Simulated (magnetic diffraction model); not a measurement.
# Moment size from magnetic intensity in MnRh5

Space group Pnma (no. 62), a = 10.5000 Å, b = 3.7460 Å, c = 7.8930 Å.

| site | atom | x | y | z |
| --- | --- | --- | --- | --- |
| 4c | Rh | 0.6878 | 3/4 | 0.1123 |
| 4c | Rh | 0.9291 | 3/4 | 0.4329 |
| 4c | Rh | 0.1673 | 3/4 | 0.0407 |
| 4c | Rh | 0.2980 | 1/4 | 0.2147 |
| 4c | Rh | 0.9600 | 3/4 | 0.7781 |
| 4c | Mn | 0.4211 | 3/4 | 0.3813 |

This is a made-up structure (elements placed in a structure type, unrelaxed), so the numbers test the method and describe no known phase.

Only Mn is taken to order (form factors of Mn2+); orders and moment sizes are assumed, and not adapted to the symmetry. Radiation: neutrons of λ = 2.36 Å, 5° to 65°; isotropic B of 0.17 Å² (Rh) and 0.2 Å² (Mn). Simulated constant-wavelength pattern: nuclear and magnetic terms add, the magnetic one as |2.695 fm × Σ f S⊥ exp(2πi Q·r) exp(−B s²)|², summed over all Q at one angle with the factor 1/(sin²θ cos θ). For collinear order S is the moment m, which repeats by lattice and centring translations R with the sign exp(−2πi k·R). Free-ion form factors, Sears's scattering lengths of 1992, no absorption; a label names one of the reflections at its angle. The strongest nuclear line in the range is 100, and lines under 0.2 are left out.

In a first state the assumed order is k = (0 0 0), collinear moments along [101], 1.86 μB on Mn; signs + at (0.4211, 3/4, 0.3813), + at (0.0789, 1/4, 0.8813), + at (0.5789, 1/4, 0.6187), + at (0.9211, 3/4, 0.1187), with this pattern:

```csv
2θ (°),index,nuclear,magnetic
21.56,(1 0 1),94.4,15.2
25.98,(2 0 0),29.1,2.4
31.32,(2 0 1),21.3,4.1
34.80,(0 0 2),0.8,0.0
37.26,(1 0 2),15.1,2.5
40.81,(0 1 1),37.5,6.3
42.98,(1 1 1),14.5,2.7
43.28,(3 0 1),1.4,0.0
43.93,(2 0 2),1.7,0.0
45.53,(2 1 0),52.3,6.0
49.02,(2 1 1),18.3,1.9
53.31,(1 1 2),100.0,8.5
53.43,(4 0 0),2.1,0.2
53.57,(3 0 2),58.5,3.2
55.08,(1 0 3),2.0,1.1
56.55,(4 0 1),13.8,0.9
```
(The table stops after 16 lines; 3 more lie at higher angle.)

**Question.** Nearer the ordering temperature the line at 21.56° has total intensity 105.4 on the same scale, and all moments have shrunk alike. How large is the Mn moment?

The nuclear part, 94.4, stays, so the magnetic part is 11.0 against 15.2. It goes as m², so m = 1.86 × √(11.0/15.2) = 1.58 μB; the value used was 1.58 μB.

[Logs are printed without paths, hosts, clocks, repeated set-up lines and the standing remarks that a program may print on its own settings, such as how far it seeks lower states.]
